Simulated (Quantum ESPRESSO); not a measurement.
# KF (Carobbiite): how pressure shifts the optical phonon

Wanted: a fit of frequency against volume for KF (Carobbiite), tested on a run that is left out of it.

Calculated with Quantum ESPRESSO 7.5; DFT LDA, scalar-relativistic, plane waves, PseudoDojo norm-conserving pseudopotentials.

### 1. The relaxed structure

It takes space group Fm-3m (No. 225, cubic). The conventional cell has a = 5.158 Å, b = 5.158 Å, c = 5.158 Å, α = 90.00°, β = 90.00°, γ = 90.00°. Nearest to K lie 6 F at 2.58 Å. F has 6 K at 2.58 Å nearest. Farther neighbours and most contacts between anions are not listed.

This is the cell after its relaxation at this level of theory, not the database cell from which that began.

### 2. Runs at several volumes

The relaxed cell is scaled uniformly; in this structure symmetry fixes all atoms, so nothing has to be relaxed anew. Each volume gets a ground state and a response at Γ. The mode followed is the highest one without the macroscopic field, of symmetry T1u; longitudinal polar modes lie higher. Cutoff 92 Ry, k mesh 8×8×8.

From the response at V/V₀ = 0.94:

What it wrote:

```text
[banners, grids, parts of the stress and lines that vanish by symmetry left out]
Program PHONON v.7.5
     Reading xml data from directory:

[...]
Exchange-correlation= PW
                           (   1   4   0   0   0   0   0)
[...]
kinetic-energy cut-off    =      92.0000  Ry
     charge density cut-off    =     368.0000  Ry
     convergence threshold     =      1.0E-18
[...]
Exchange-correlation= PW
                           (   1   4   0   0   0   0   0)
[...]
q = (   0.0000000   0.0000000   0.0000000 )
     49 Sym.Ops. (with q -> -q+G )
     G cutoff =  424.9601  (  25893 G-vectors)     FFT grid: ( 45, 45, 45)
     number of k points=    29
[...]
Mode symmetry, O_h (m-3m)  point group:
[...]
Dielectric constant
[...]
End of electric fields calculation
          Dielectric constant in cartesian axis
          (       2.142018814       0.000000000       0.000000000 )
          (       0.000000000       2.142018814      -0.000000000 )
          (       0.000000000      -0.000000000       2.142018814 )
          Effective charges (d Force / dE) in cartesian axis without acoustic sum rule applied (asr)
           atom    1  K     Mean Z*:        1.16203
      Ex  (        1.16203       -0.00000       -0.00000 )
      Ey  (       -0.00000        1.16203        0.00000 )
      Ez  (       -0.00000        0.00000        1.16203 )
           atom    2  F     Mean Z*:       -1.16211
      Ex  (       -1.16211       -0.00000       -0.00000 )
      Ey  (       -0.00000       -1.16211        0.00000 )
      Ez  (       -0.00000        0.00000       -1.16211 )
          Effective charges Sum: Mean:       -0.00009
[...]
Effective charges (d Force / dE) in cartesian axis with asr applied:
           atom    1  K     Mean Z*:        1.16207
[...]
atom    2  F     Mean Z*:       -1.16207
[...]
Representation #   1 modes #   1   2   3
[...]
End of self-consistent calculation
     Convergence has been achieved
     Representation #   2 modes #   4   5   6
[...]
End of self-consistent calculation
     Convergence has been achieved
[...]
Dielectric constant in cartesian axis
          (       2.142018814       0.000000000       0.000000000 )
          (       0.000000000       2.142018814      -0.000000000 )
          (       0.000000000      -0.000000000       2.142018814 )
          Effective charges (d Force / dE) in cartesian axis without acoustic sum rule applied (asr)
           atom    1  K     Mean Z*:        1.16203
      Ex  (        1.16203       -0.00000       -0.00000 )
      Ey  (       -0.00000        1.16203        0.00000 )
      Ez  (       -0.00000        0.00000        1.16203 )
           atom    2  F     Mean Z*:       -1.16211
      Ex  (       -1.16211       -0.00000       -0.00000 )
      Ey  (       -0.00000       -1.16211        0.00000 )
      Ez  (       -0.00000        0.00000       -1.16211 )
          Effective charges Sum: Mean:       -0.00009
[...]
Effective charges (d Force / dE) in cartesian axis with asr applied:
           atom    1  K     Mean Z*:        1.16207
[...]
atom    2  F     Mean Z*:       -1.16207
[...]
q = (    0.000000000   0.000000000   0.000000000 )
[...]
freq (    1) =      -0.099375 [THz] =      -3.314787 [cm-1]
     freq (    2) =      -0.099375 [THz] =      -3.314787 [cm-1]
     freq (    3) =      -0.099375 [THz] =      -3.314787 [cm-1]
     freq (    4) =       7.300162 [THz] =     243.507205 [cm-1]
     freq (    5) =       7.300162 [THz] =     243.507205 [cm-1]
     freq (    6) =       7.300162 [THz] =     243.507205 [cm-1]
[...]
Mode symmetry, O_h (m-3m)  point group:
     freq (   1-   3) =         -3.3  [cm-1]   --> T_1u G_15  G_4- I
     freq (   4-   6) =        243.5  [cm-1]   --> T_1u G_15  G_4- I

   JOB DONE.
```

One volume, V/V₀ = 1, is held back as a test.

| V/V₀ | volume (Å³/atom) | pressure (GPa) | ω (cm⁻¹) |
| --- | --- | --- | --- |
| 0.94 | 16.127 | 3.17 | 243.51 |
| 0.97 | 16.641 | 1.44 | 226.85 |
| 1 | 17.156 | -0.01 | held back |
| 1.03 | 17.671 | -1.21 | 195.79 |
| 1.06 | 18.186 | -2.22 | 181.20 |

### 3. The fit

The mode Grüneisen parameter is γ = −d ln ω / d ln V.

| ln(V/V₀) | ln ω |
| --- | --- |
| -0.0619 | 5.4952 |
| -0.0305 | 5.4243 |
| 0.0296 | 5.2770 |
| 0.0583 | 5.1996 |

A straight line through these points has the slope -2.458, so γ = 2.46; at V/V₀ = 1 it predicts ω = exp(5.3463 + 0.0000) = 209.82 cm⁻¹.

A parabola of pressure against ln V through V/V₀ = 0.97, 1 and 1.03 gives the bulk modulus B = −dP/d ln V = 44 GPa at V₀. With ω₀ from the fitted line the pressure coefficient follows as dω/dP = γ ω₀ / B = 2.46 × 209.8 / 44 = 11.7 cm⁻¹/GPa.

### 4. The run that was held back

What it wrote:

```text
[banners, grids, parts of the stress and lines that vanish by symmetry left out]
[banner, memory and clock lines left out]
Program PHONON v.7.5

[...]
Exchange-correlation= PW
                           (   1   4   0   0   0   0   0)
[...]
kinetic-energy cut-off    =      92.0000  Ry
     charge density cut-off    =     368.0000  Ry
     convergence threshold     =      1.0E-18
[...]
Exchange-correlation= PW
                           (   1   4   0   0   0   0   0)
[...]
q = (   0.0000000   0.0000000   0.0000000 )
     49 Sym.Ops. (with q -> -q+G )
     G cutoff =  442.8564  (  27581 G-vectors)     FFT grid: ( 45, 45, 45)
     number of k points=    29
[...]
Mode symmetry, O_h (m-3m)  point group:
[...]
Dielectric constant
[...]
End of electric fields calculation
          Dielectric constant in cartesian axis
          (       2.095340311       0.000000000      -0.000000000 )
          (       0.000000000       2.095340311      -0.000000000 )
          (      -0.000000000      -0.000000000       2.095340311 )
          Effective charges (d Force / dE) in cartesian axis without acoustic sum rule applied (asr)
           atom    1  K     Mean Z*:        1.15083
      Ex  (        1.15083       -0.00000       -0.00000 )
      Ey  (       -0.00000        1.15083        0.00000 )
      Ez  (       -0.00000        0.00000        1.15083 )
           atom    2  F     Mean Z*:       -1.15090
      Ex  (       -1.15090        0.00000       -0.00000 )
      Ey  (        0.00000       -1.15090        0.00000 )
      Ez  (       -0.00000        0.00000       -1.15090 )
[...]
Representation #   1 modes #   1   2   3
[...]
End of self-consistent calculation
     Convergence has been achieved
     Representation #   2 modes #   4   5   6
[...]
End of self-consistent calculation
     Convergence has been achieved
[...]
Dielectric constant in cartesian axis
          (       2.095340311       0.000000000      -0.000000000 )
          (       0.000000000       2.095340311      -0.000000000 )
          (      -0.000000000      -0.000000000       2.095340311 )
          Effective charges (d Force / dE) in cartesian axis without acoustic sum rule applied (asr)
           atom    1  K     Mean Z*:        1.15083
      Ex  (        1.15083       -0.00000       -0.00000 )
      Ey  (       -0.00000        1.15083        0.00000 )
      Ez  (       -0.00000        0.00000        1.15083 )
           atom    2  F     Mean Z*:       -1.15090
      Ex  (       -1.15090        0.00000       -0.00000 )
      Ey  (        0.00000       -1.15090        0.00000 )
      Ez  (       -0.00000        0.00000       -1.15090 )
          Effective charges Sum: Mean:       -0.00007
[...]
Effective charges (d Force / dE) in cartesian axis with asr applied:
           atom    1  K     Mean Z*:        1.15086
[...]
atom    2  F     Mean Z*:       -1.15086
[...]
q = (    0.000000000   0.000000000   0.000000000 )
[...]
freq (    1) =      -0.106312 [THz] =      -3.546190 [cm-1]
     freq (    2) =      -0.106312 [THz] =      -3.546190 [cm-1]
     freq (    3) =      -0.106312 [THz] =      -3.546190 [cm-1]
     freq (    4) =       6.324566 [THz] =     210.964802 [cm-1]
     freq (    5) =       6.324566 [THz] =     210.964802 [cm-1]
     freq (    6) =       6.324566 [THz] =     210.964802 [cm-1]
[...]
Mode symmetry, O_h (m-3m)  point group:
     freq (   1-   3) =         -3.5  [cm-1]   --> T_1u G_15  G_4- I
     freq (   4-   6) =        211.0  [cm-1]   --> T_1u G_15  G_4- I
```

It gives 210.96 cm⁻¹ against the predicted 209.82 cm⁻¹, a miss of 1 cm⁻¹.

### 5. Summary of results

- mode Grüneisen parameter: 2.458
- bulk modulus: 44.0 GPa
- pressure coefficient: 11.7 cm⁻¹/GPa

**Reading.** The highest optical mode of KF (Carobbiite) without the LO-TO term stiffens by 11.7 cm⁻¹ a GPa near the relaxed volume, with γ = 2.46. The power law meets all 5 runs within 0.55 %; between neighbouring volumes γ runs from 2.26 to 2.70. Such a coefficient turns a measured shift of this mode into a hydrostatic stress; uniaxial or biaxial stress splits the mode and needs deformation potentials. These are harmonic values at zero temperature for the structure held cubic, which a run at Γ can't show to be stable; the bulk modulus rests on three points.

[Host names and launcher messages were left out of these logs when they were recorded.]

[Logs are printed without paths, hosts, clocks, repeated set-up lines and the standing remarks that a program may print on its own settings, such as how far it seeks lower states.]

[Hosts, paths, dates, database ids (printed as entryN), source tags and the programs' standing remarks are cut or masked in the printed files.]
